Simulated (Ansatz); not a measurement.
Planning a GW calculation on GaN (F-43m).

The structure is cubic, space group F-43m (No. 216). Conventional cell: a = 4.507 Å, b = 4.507 Å, c = 4.507 Å, α = 90.00°, β = 90.00°, γ = 90.00°. Ga has 4 N at 1.95 Å nearest. Nearest to N lie 4 Ga at 1.95 Å. Farther neighbours and most contacts between anions are not listed.

```cif
data_structure
_symmetry_space_group_name_H-M 'P 1'
_symmetry_Int_Tables_number 1
_cell_length_a 3.1869
_cell_length_b 3.1869
_cell_length_c 3.1869
_cell_angle_alpha 60.000
_cell_angle_beta 60.000
_cell_angle_gamma 60.000
_cell_volume 22.89
loop_
_atom_site_label
_atom_site_type_symbol
_atom_site_fract_x
_atom_site_fract_y
_atom_site_fract_z
_atom_site_occupancy
Ga1 Ga 0.00000 0.00000 0.00000 1
N2 N 0.75000 0.75000 0.75000 1
```

The cell and positions are those that the Materials Project relaxed with its own functionals (PBE, PBE+U or r2SCAN), kept fixed. This is not the form that GaN usually takes at ambient conditions.

Runs so far (Ansatz 0.2.0, start PBE, hard PAW files, 10×10×10 mesh). Times are wall times on 1 × NVIDIA H100 80GB HBM3 (shared by 6 runs) with 3 threads of AMD EPYC 7R13 (Zen 3), shared host, good to a factor of about two.

```
bands summed  cutoff (eV)  gap on the mesh (eV)     time
         108          150                 2.849     95 s
         218          250                 2.884  3.2 min
```

Q: What should the next rung give, with 397 bands and screening to 380 eV, and where is the limit?

The error falls about as one over the bands when the cutoff rises with them. A line through the two highest rungs given predicts 2.899 eV; the run gave 2.913 eV, a miss of 0.014 eV, so the law fails here: the steps don't follow it yet. The two highest rungs put the limit near 2.948 eV, the pair below near 2.918 eV; neither can be trusted until a further rung is run.

Gaps are over the mesh's points; an edge off the mesh would be missed. Limits: not at the basis limit; no spin-orbit coupling.

[Paths, hosts, dates, memory and timing lines, banners, echoed tables and standing remarks are left out of the program output.]

[Logs are printed without paths, hosts, clocks, repeated set-up lines and the standing remarks that a program may print on its own settings, such as how far it seeks lower states.]

[Runs of the session that timed out or met a known fault of the program may be left out.]

[Cells called generated may have been cut or substituted from an entry of the Crystallography Open Database or the Materials Project.]

[Hosts, paths, dates, database ids (printed as entryN), source tags and the programs' standing remarks are cut or masked in the printed files.]
